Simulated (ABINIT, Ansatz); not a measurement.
# Quasiparticle gap of K2LiScF6 (Fm-3m) in ABINIT, part 3 of 3

Wanted: ground state, empty states, screening and self-energy for K2LiScF6 (Fm-3m).

ABINIT 10.8.3; LDA and many-body steps on it, plane waves. Known limits of the many-body steps: not at the basis limit; coarse k mesh.

So far. Step 4 (Empty states on the mesh, 2×2×2 mesh, 294 bands): On this mesh the gap is 6.751 eV. Step 5 (Screening, 2×2×2 mesh, 268 bands, screening to 176.9 eV): Local fields lower ε∞ by 10 %. On a Γ-centred mesh this coarse the value itself is usually too large, while a short band sum pulls it down.

## 6. Self-energy, 2×2×2 mesh, 268 bands, screening to 176.9 eV

The self-energy is evaluated for the states that the input lists, and the levels follow from it, in one-shot runs by the linearised quasiparticle equation.

This step: G0W0 on LDA, plane waves, norm-conserving pseudopotentials.

Contents of run.abi:

```
acell 3*1.0 Angstrom
rprim 
  -0.000000000000 4.144804000000 4.144804000000
  4.144804000000 -0.000000000000 4.144804000000
  4.144804000000 4.144804000000 -0.000000000000
ntypat 4
znucl 19 3 21 9
natom 10
typat 1 1 2 3 4 4 4 4 4 4
xred 
  0.250000000000 0.250000000000 0.250000000000
  0.750000000000 0.750000000000 0.750000000000
  0.500000000000 0.500000000000 0.500000000000
  -0.000000000000 -0.000000000000 -0.000000000000
  0.245587000000 0.245587000000 0.754413000000
  0.245587000000 0.754413000000 0.754413000000
  0.754413000000 0.754413000000 0.245587000000
  0.245587000000 0.754413000000 0.245587000000
  0.754413000000 0.245587000000 0.754413000000
  0.754413000000 0.245587000000 0.245587000000
pp_dirpath "pseudos"
pseudos "K.upf, Li.upf, Sc.upf, F.upf"
ecut 36
ngkpt 2 2 2
nshiftk 1
shiftk 0 0 0
kptopt 1
chksymbreak 0
istwfk *1
occopt 1
irdwfk 1
optdriver 4
nband 268
gwcalctyp 0
ecutsigx 36
symsigma 1
nkptgw 1
kptgw 
  0.0000000000 0.0000000000 0.0000000000
bdgw 
  35 40
ecuteps 6.5
irdscr 1
ppmodel 1
indata_prefix "in"
outdata_prefix "out"
tmpdata_prefix "tmp"
```

Run with:

```bash
OMP_NUM_THREADS=1 mpirun -n 4 abinit run.abi > log
```

Numbers of over 12 decimals in the logs are rounded to 6 here.

Log:

```text
.Version 10.8.3 of ABINIT. v10.8.2 released Aug 2026.

 Symmetries : space group Fm -3 m (#225); Bravais cF (face-center cubic)
[... echo of the input left out ...]
== DATASET  1 ==================================================================
-   mpi_nproc: 4, omp_nthreads: 1 (-1 if OMP is not activated)

--- !DatasetInfo
iteration_state: {dtset: 1, }
dimensions: {natom: 10, nkpt: 3, mband: 268, nsppol: 1, nspinor: 1, nspden: 1, mpw: 9922, }
cutoff_energies: {ecut:  36.0, pawecutdg:  -1.0, }
electrons: {nelect:   7.40000000E+01, charge:   0.00000000E+00, occopt:   1.00000000E+00, tsmear:   1.00000000E-02, }

 SIGMA: Calculation of the GW corrections

 Based on a program developped by R.W. Godby, V. Olevano, G. Onida, and L. Reining.
 Incorporated in ABINIT by V. Olevano, G.-M. Rignanese, and M. Torrent.
.Using double precision arithmetic ; gwpc =  8

[... cell and pseudopotentials left out ...]
--------------------------------------------------------------------------------

 ==== K-mesh for the wavefunctions ====
 Number of points in the irreducible wedge :     3
[... list of points left out ...]
 Together with 48 symmetry operations and time-reversal symmetry
 yields     8 points in the full Brillouin Zone.

 ==== Q-mesh for screening function ====
 Number of points in the irreducible wedge :     3
[... list of points left out ...]
 Together with 48 symmetry operations and time-reversal symmetry
 yields     8 points in the full Brillouin Zone.

 vcoul_init : cutoff-mode = AUXILIARY_FUNCTION
 q-points for optical limit:   1
     1)      0.000010    0.000020    0.000030
 setmesh: FFT mesh size selected  =    60x   60x   60
          total number of points  =       216000

 Number of electrons calculated from density =   74.0000; Expected =   74.0000
 average of density, n =  0.077000
 r_s =    1.4582
 omega_plasma =   26.7672 [eV]

 === KS Band Gaps ===
  >>>> For spin  1
   Minimum direct gap =   6.7512 [eV], located at k-point      :   0.0000  0.0000  0.0000
   Fundamental gap    =   6.7512 [eV], Top of valence bands at :   0.0000  0.0000  0.0000
                                       Bottom of conduction at :   0.0000  0.0000  0.0000
 SIGMA fundamental parameters:
 PLASMON POLE MODEL  1
 number of plane-waves for SigmaX                 9841
 number of plane-waves for SigmaC and W            749
 number of plane-waves for wavefunctions          9841
 number of bands                                   268
 number of independent spin polarizations            1
 number of spinorial components                      1
 number of k-points in IBZ                           3
 number of q-points in IBZ                           3
 number of symmetry operations                      48
 number of k-points in BZ                            8
 number of q-points in BZ                            8
 number of frequencies for dSigma/dE                 9
 frequency step for dSigma/dE [eV]                0.25
 number of omega for Sigma on real axis              0
 max omega for Sigma on real axis  [eV]           0.00
 zcut for avoiding poles [eV]                     0.10

 EPSILON^-1 parameters (SCR file):
 dimension of the eps^-1 matrix on file            749
 dimension of the eps^-1 matrix used               749
 number of plane-waves for wavefunctions          9841
 number of bands                                   268
 number of q-points in IBZ                           3
 number of frequencies                               2
 number of real frequencies                          1
 number of imag frequencies                          1

 matrix elements of self-energy operator (all in [eV])

 Perturbative Calculation

--- !SelfEnergy_ee
iteration_state: {dtset: 1, }
kpoint     : [   0.000,    0.000,    0.000, ]
spin       : 1
KS_gap     :    6.751
QP_gap     :   11.918
Delta_QP_KS:    5.166
data: !SigmaeeData |
     Band     E0 <VxcDFT>   SigX SigC(E0)      Z dSigC/dE  Sig(E)    E-E0       E
       35  -0.430 -22.439 -29.753   5.183   0.802  -0.247 -24.148  -1.709  -2.139
       36  -0.430 -22.439 -29.753   5.183   0.802  -0.247 -24.148  -1.709  -2.139
       37  -0.430 -22.439 -29.753   5.183   0.802  -0.247 -24.148  -1.709  -2.139
       38   6.321 -18.463 -10.219  -4.085   0.831  -0.203 -15.006   3.458   9.778
       39   6.321 -18.463 -10.219  -4.085   0.831  -0.203 -15.006   3.458   9.778
       40   6.321 -18.463 -10.219  -4.085   0.831  -0.203 -15.006   3.458   9.778

== END DATASET(S) ==============================================================
================================================================================

 -outvars: echo values of variables after computation  --------
           etotal      0.0000000000E+00
            nband         268
             nkpt           3
          spgroup         225
 [... the other variables as echoed above ...]

 Calculation completed.
```

It took 63 s on 4 MPI ranks of Arm Neoverse N1, shared host; peak memory 2.3 GiB; 4.2 min of CPU time.

This step gave:

```
G0W0 gap on the points computed              : 11.92 eV
starting gap on the mesh                     : 6.751 eV
k of the valence top                         : 0, 0, 0
k of the conduction bottom                   : 0, 0, 0
Z at the valence top                         : 0.802
Z at the conduction bottom                   : 0.831
least direct G0W0 gap on the computed points : 11.92 eV
```

The gap on the mesh goes from 6.75 eV to 11.92 eV, a correction of +5.17 eV.

Limits: finite bands, cutoff and mesh; coarse k mesh. v1 is the top filled band, c1 the lowest empty one. Levels before and after the correction, in eV, zero at the valence-band top of each column:

```tsv
	conduction bottom	valence top
Kohn-Sham	6.75	0.00
G0W0	11.92	0.00
```

```tsv
	level	energy (eV)
Kohn-Sham	Γ v3-v1	0.000
Kohn-Sham	Γ c1-c3	6.751
G0W0	Γ v3-v1	0.000
G0W0	Γ c1-c3	11.917
```

## 7. Where the time went

Times are wall times on 4 MPI ranks of Arm Neoverse N1, shared host, good to a factor of about two.

```tsv
step	time	share	memory (GiB)
ground state	93 s	11 %	0.5
bands along the symmetry lines	3.4 min	23 %	0.51
empty states on the mesh	4.5 min	31 %	0.5
screening	4.1 min	28 %	2.6
self-energy	63 s	7 %	2.3
```

## 8. Outcome

| Quantity | Value |
| --- | --- |
| LDA gap | 6.75 eV, direct |
| G0W0 gap on the mesh | 11.92 eV |
| GW settings | 2×2×2 mesh, 268 bands, screening to 176.9 eV, Godby-Needs plasmon pole |
| known limits | not at the basis limit; coarse k mesh |

G0W0 moves the gap on the mesh from 6.75 eV to 11.92 eV (+5.17 eV), with Z of 0.80 and 0.83 at the edges. Local fields lower the RPA ε∞ on this mesh from 2.40 to 2.16; a Γ-centred mesh this coarse tends to raise both, most where the direct gap is narrow, while a short band sum lowers them. Only 1 of the mesh's irreducible points was corrected, so a valley elsewhere could overtake. Bands and cutoff are finite, so the gap is not at the basis limit. The miss can reach some tenths of an eV and take either sign; the mesh is an error of its own. In the G0W0 run levels were corrected at 1 k point alone, so a gap called «on the mesh» is the least over those, and an edge elsewhere would be missed. The 2×2×2 mesh is coarse for this cell, which bears on the long-range parts of exchange and screening.

[Paths, hosts, dates, memory and timing lines, banners, echoed tables and standing remarks are left out of the program output.]

[Logs are printed without paths, hosts, clocks, repeated set-up lines and the standing remarks that a program may print on its own settings, such as how far it seeks lower states.]

[Runs of the session that timed out or met a known fault of the program may be left out.]

[Hosts, paths, dates, database ids (printed as entryN), source tags and the programs' standing remarks are cut or masked in the printed files.]

[G0W0 gaps are taken among the corrected bands and points alone; a level outside them can change the order at an edge.]

[Where Ansatz stands beside ABINIT at settings called matched, ABINIT's density can come from a denser mesh and the files from another edition; pairs whose starting gaps differed by over 0.03 eV were left out, so agreement reads better than it is.]
